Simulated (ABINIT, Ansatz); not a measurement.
# How the form of the self-energy moves the gap of CsGeCl3 (R3m), part 2 of 2

Aim: compare treatments of exchange, screening and correlation for the gap of CsGeCl3 (R3m).

ABINIT 10.8.3; LDA and many-body steps on it, plane waves. Known limits of the many-body steps: not at the basis limit; no spin-orbit coupling; coarse k mesh.

So far. Step 3 (Screening, 2×2×2 mesh, 146 bands, screening to 141.5 eV): Local fields lower ε∞ by 18 %. On a Γ-centred mesh this coarse the value itself is usually too large, while a short band sum pulls it down. Step 4 (G0W0, Godby-Needs plasmon pole): The gap on the mesh goes from 1.98 eV to 3.62 eV, a correction of +1.65 eV.

## (5) G0W0, Hybertsen-Louie plasmon pole

Level of this step: G0W0 on LDA, plane waves, norm-conserving pseudopotentials (ABINIT).

Input file run.abi:

```
acell 3*1.0 Angstrom
rprim 
  3.846816390705 2.220960478697 3.178300533600
  -3.846816390705 2.220960478697 3.178300533600
  0.000000000000 -4.441920957394 3.178300533600
ntypat 3
znucl 55 32 17
natom 5
typat 1 2 3 3 3
xred 
  0.998403350000 0.998403350000 0.998403350000
  0.515533150000 0.515533150000 0.515533150000
  0.496712670000 0.496712670000 0.948638170000
  0.496712670000 0.948638170000 0.496712670000
  0.948638170000 0.496712670000 0.496712670000
pp_dirpath "pseudos"
pseudos "Cs.upf, Ge.upf, Cl.upf"
ecut 56
ngkpt 2 2 2
nshiftk 1
shiftk 0 0 0
kptopt 1
chksymbreak 0
istwfk *1
occopt 1
irdwfk 1
optdriver 4
nband 146
gwcalctyp 0
ecutsigx 56
symsigma 1
nkptgw 2
kptgw 
  0.5000000000 0.5000000000 0.5000000000
  0.0000000000 0.0000000000 0.0000000000
bdgw 
  25 28
  24 29
ecuteps 5.2
irdscr 1
ppmodel 2
indata_prefix "in"
outdata_prefix "out"
tmpdata_prefix "tmp"
```

Run with:

```sh
$ OMP_NUM_THREADS=1 mpirun -n 8 abinit run.abi > log
```

Numbers of over 12 decimals in the logs are rounded to 6 here.

The program printed:

```text
.Version 10.8.3 of ABINIT. v10.8.2 released Aug 2026.

 Symmetries : space group R3 m (#160); Bravais hR (rhombohedral)
[... echo of the input left out ...]
== DATASET  1 ==================================================================
-   mpi_nproc: 8, omp_nthreads: 1 (-1 if OMP is not activated)

--- !DatasetInfo
iteration_state: {dtset: 1, }
dimensions: {natom: 5, nkpt: 4, mband: 146, nsppol: 1, nspinor: 1, nspden: 1, mpw: 22041, }
cutoff_energies: {ecut:  56.0, pawecutdg:  -1.0, }
electrons: {nelect:   5.20000000E+01, charge:   0.00000000E+00, occopt:   1.00000000E+00, tsmear:   1.00000000E-02, }

 SIGMA: Calculation of the GW corrections

 Based on a program developped by R.W. Godby, V. Olevano, G. Onida, and L. Reining.
 Incorporated in ABINIT by V. Olevano, G.-M. Rignanese, and M. Torrent.
.Using double precision arithmetic ; gwpc =  8

[... cell and pseudopotentials left out ...]
--------------------------------------------------------------------------------

 ==== K-mesh for the wavefunctions ====
 Number of points in the irreducible wedge :     4
[... list of points left out ...]
 Together with  6 symmetry operations and time-reversal symmetry
 yields     8 points in the full Brillouin Zone.

 ==== Q-mesh for screening function ====
 Number of points in the irreducible wedge :     4
[... list of points left out ...]
 Together with  6 symmetry operations and time-reversal symmetry
 yields     8 points in the full Brillouin Zone.

 vcoul_init : cutoff-mode = AUXILIARY_FUNCTION
 q-points for optical limit:   1
     1)      0.000010    0.000020    0.000030
 setmesh: FFT mesh size selected  =    72x   72x   72
          total number of points  =       373248

 Number of electrons calculated from density =   52.0000; Expected =   52.0000
[...]
number of omega for Sigma on real axis              0
 max omega for Sigma on real axis  [eV]           0.00
 zcut for avoiding poles [eV]                     0.10

 EPSILON^-1 parameters (SCR file):
 dimension of the eps^-1 matrix on file            619
 dimension of the eps^-1 matrix used               619
 number of plane-waves for wavefunctions         22041
 number of bands                                   146
 number of q-points in IBZ                           4
 number of frequencies                               2
 number of real frequencies                          1
 number of imag frequencies                          1

 matrix elements of self-energy operator (all in [eV])

 Perturbative Calculation

--- !SelfEnergy_ee
iteration_state: {dtset: 1, }
kpoint     : [   0.500,    0.500,    0.500, ]
spin       : 1
KS_gap     :    1.977
QP_gap     :    3.999
Delta_QP_KS:    2.022
data: !SigmaeeData |
     Band     E0 <VxcDFT>   SigX SigC(E0)      Z dSigC/dE  Sig(E)    E-E0       E
       25  -0.190 -14.219 -18.514   2.636   0.852  -0.174 -15.632  -1.413  -1.604
       26   1.959 -14.764 -16.833   1.068   0.852  -0.174 -15.617  -0.853   1.105
       27   3.936 -11.282  -6.604  -3.321   0.862  -0.161 -10.113   1.169   5.105
[...]
--- !SelfEnergy_ee
iteration_state: {dtset: 1, }
kpoint     : [   0.000,    0.000,    0.000, ]
spin       : 1
KS_gap     :    5.520
QP_gap     :    7.349
Delta_QP_KS:    1.829
data: !SigmaeeData |
     Band     E0 <VxcDFT>   SigX SigC(E0)      Z dSigC/dE  Sig(E)    E-E0       E
[...]
28   6.059  -7.267  -2.987  -3.625   0.874  -0.145  -6.695   0.572   6.631
       29   6.059  -7.267  -2.987  -3.625   0.874  -0.145  -6.695   0.572   6.631

== END DATASET(S) ==============================================================
================================================================================

 -outvars: echo values of variables after computation  --------
           etotal      0.0000000000E+00
            nband         146
             nkpt           4
          spgroup         160
 [... the other variables as echoed above ...]

 Calculation completed.
```

Run time: 17 s. Hardware: 8 MPI ranks of Arm Neoverse V2, shared host; peak memory 2.8 GiB.

This step gave:

* G0W0 gap on the points computed: 4 eV
* starting gap on the mesh: 1.977 eV
* k of the valence top: 0.5, 0.5, 0.5
* k of the conduction bottom: 0.5, 0.5, 0.5
* Z at the valence top: 0.852
* Z at the conduction bottom: 0.862
* least direct G0W0 gap on the computed points: 4 eV

Against G0W0 in ABINIT (2×2×2 mesh, 146 bands, screening to 141.5 eV, Godby-Needs plasmon pole), the gap moves by +0.377 eV.

## (6) G0W0, von der Linden-Horsch plasmon pole

Edit run.abi of step 5 so:

```diff
@@ -40,3 +40,3 @@
 irdscr 1
-ppmodel 2
+ppmodel 3
 indata_prefix "in"
```

The program printed:

```text
.Version 10.8.3 of ABINIT. v10.8.2 released Aug 2026.

 Symmetries : space group R3 m (#160); Bravais hR (rhombohedral)
[... echo of the input left out ...]
== DATASET  1 ==================================================================
-   mpi_nproc: 8, omp_nthreads: 1 (-1 if OMP is not activated)

--- !DatasetInfo
iteration_state: {dtset: 1, }
dimensions: {natom: 5, nkpt: 4, mband: 146, nsppol: 1, nspinor: 1, nspden: 1, mpw: 22041, }
cutoff_energies: {ecut:  56.0, pawecutdg:  -1.0, }
[...]
Band     E0 <VxcDFT>   SigX SigC(E0)      Z dSigC/dE  Sig(E)    E-E0       E
[...]
28   6.059  -7.267  -2.987  -3.392   0.899  -0.112  -6.469   0.799   6.857
       29   6.059  -7.267  -2.987  -3.392   0.899  -0.112  -6.469   0.799   6.857

== END DATASET(S) ==============================================================
================================================================================

 -outvars: echo values of variables after computation  --------
           etotal      0.0000000000E+00
            nband         146
             nkpt           4
          spgroup         160
 [... the other variables as echoed above ...]

 Calculation completed.
```

Run time: 14 s. Hardware: 8 MPI ranks; peak memory 2.6 GiB; 1.8 min of CPU time.

This step gave:

- G0W0 gap on the points computed: 3.753 eV
- starting gap on the mesh: 1.977 eV
- k of the valence top: 0.5, 0.5, 0.5
- k of the conduction bottom: 0.5, 0.5, 0.5
- least direct G0W0 gap on the computed points: 3.753 eV

Against G0W0 in ABINIT (2×2×2 mesh, 146 bands, screening to 141.5 eV, Godby-Needs plasmon pole), the gap moves by +0.130 eV.

## (7) One-shot Hartree-Fock

This step: one-shot Hartree-Fock on LDA, plane waves, norm-conserving pseudopotentials.

Edit run.abi of step 6 so:

```diff
@@ -27,4 +27,4 @@
 optdriver 4
-nband 146
-gwcalctyp 0
+nband 30
+gwcalctyp 5
 ecutsigx 56
@@ -38,5 +38,4 @@
   24 29
-ecuteps 5.2
-irdscr 1
-ppmodel 3
+ixc_sigma 40
+fftgw 31
 indata_prefix "in"
```

The program printed:

```text
.Version 10.8.3 of ABINIT. v10.8.2 released Aug 2026.

 Symmetries : space group R3 m (#160); Bravais hR (rhombohedral)
[... echo of the input left out ...]
== DATASET  1 ==================================================================
-   mpi_nproc: 8, omp_nthreads: 1 (-1 if OMP is not activated)

--- !DatasetInfo
iteration_state: {dtset: 1, }
dimensions: {natom: 5, nkpt: 4, mband: 30, nsppol: 1, nspinor: 1, nspden: 1, mpw: 22041, }
cutoff_energies: {ecut:  56.0, pawecutdg:  -1.0, }
[...]
Band     E0 <VxcDFT>   SigX SigC(E0)      Z dSigC/dE  Sig(E)    E-E0       E
[...]
28   6.059  -7.267  -2.987   0.000   1.000   0.000  -2.987   4.280  10.339
       29   6.059  -7.267  -2.987   0.000   1.000   0.000  -2.987   4.280  10.339

== END DATASET(S) ==============================================================
================================================================================

 -outvars: echo values of variables after computation  --------
           etotal      0.0000000000E+00
            nband          30
             nkpt           4
          spgroup         160
 [... the other variables as echoed above ...]

 Calculation completed.
```

Run time: 4.7 s. Hardware: 8 MPI ranks; peak memory 0.38 GiB; 37 s of CPU time.

This step gave:

| Property | Result |
| --- | --- |
| quasiparticle gap on the points computed | 8.723 eV |
| starting gap on the mesh | 1.977 eV |
| k of the valence top | 0.5, 0.5, 0.5 |
| k of the conduction bottom | 0.5, 0.5, 0.5 |
| least direct quasiparticle gap on the computed points | 8.723 eV |

Against G0W0 in ABINIT (2×2×2 mesh, 146 bands, screening to 141.5 eV, Godby-Needs plasmon pole), the gap moves by +5.100 eV.

## (8) The runs together

Times are wall times on 8 MPI ranks of Arm Neoverse V2, shared host, good to a factor of about two. A run's time includes the screening step that it read.

```tsv
run	mesh	bands	screening cutoff (eV)	DFT gap (eV)	gap on the mesh (eV)	direct (eV)	ε∞ used	time
G0W0, Godby-Needs plasmon pole	2×2×2	146	141.5	1.977	3.623	3.623	5.96	61 s
G0W0, Hybertsen-Louie plasmon pole	2×2×2	146	141.5	1.977	4.000	4.000	5.96	61 s
G0W0, von der Linden-Horsch plasmon pole	2×2×2	146	141.5	1.977	3.753	3.753	5.96	58 s
one-shot Hartree-Fock	2×2×2	-	-	1.977	8.723	8.723	-	4.7 s
```

## (9) Summary of results

```yaml
g0w0_godby_needs_plasmon_pole: 3.623 eV
g0w0_hybertsen_louie_plasmon_pole: 4.000 eV
g0w0_von_der_linden_horsch_plasmon_pole: 3.753 eV
one_shot_hartree_fock: 8.723 eV
known_limits: not at the basis limit; no spin-orbit coupling; coarse k mesh
```

In words: G0W0, Hybertsen-Louie plasmon pole: +0.377 eV against G0W0, Godby-Needs plasmon pole. G0W0, von der Linden-Horsch plasmon pole: +0.130 eV against G0W0, Godby-Needs plasmon pole. One-shot Hartree-Fock: +5.100 eV against G0W0, Godby-Needs plasmon pole. Bare exchange alone opens the gap to 8.72 eV; against G0W0, correlation takes back 5.10 eV. Bands and cutoff are finite, so the gap is not at the basis limit. The miss can reach some tenths of an eV and take either sign; the mesh is an error of its own. In the G0W0 runs levels were corrected at 2 k points alone, so a gap called «on the mesh» is the least over those, and an edge elsewhere would be missed. The 2×2×2 mesh is coarse for this cell, which bears on the long-range parts of exchange and screening. The many-body steps are scalar-relativistic: spin-orbit coupling is not in them.

[Paths, hosts, dates, memory and timing lines, banners, echoed tables and standing remarks are left out of the program output.]

[Logs are printed without paths, hosts, clocks, repeated set-up lines and the standing remarks that a program may print on its own settings, such as how far it seeks lower states.]

[Runs of the session that timed out or met a known fault of the program may be left out.]

[Hosts, paths, dates, database ids (printed as entryN), source tags and the programs' standing remarks are cut or masked in the printed files.]

[G0W0 gaps are taken among the corrected bands and points alone; a level outside them can change the order at an edge.]

[Where Ansatz stands beside ABINIT at settings called matched, ABINIT's density can come from a denser mesh and the files from another edition; pairs whose starting gaps differed by over 0.03 eV were left out, so agreement reads better than it is.]
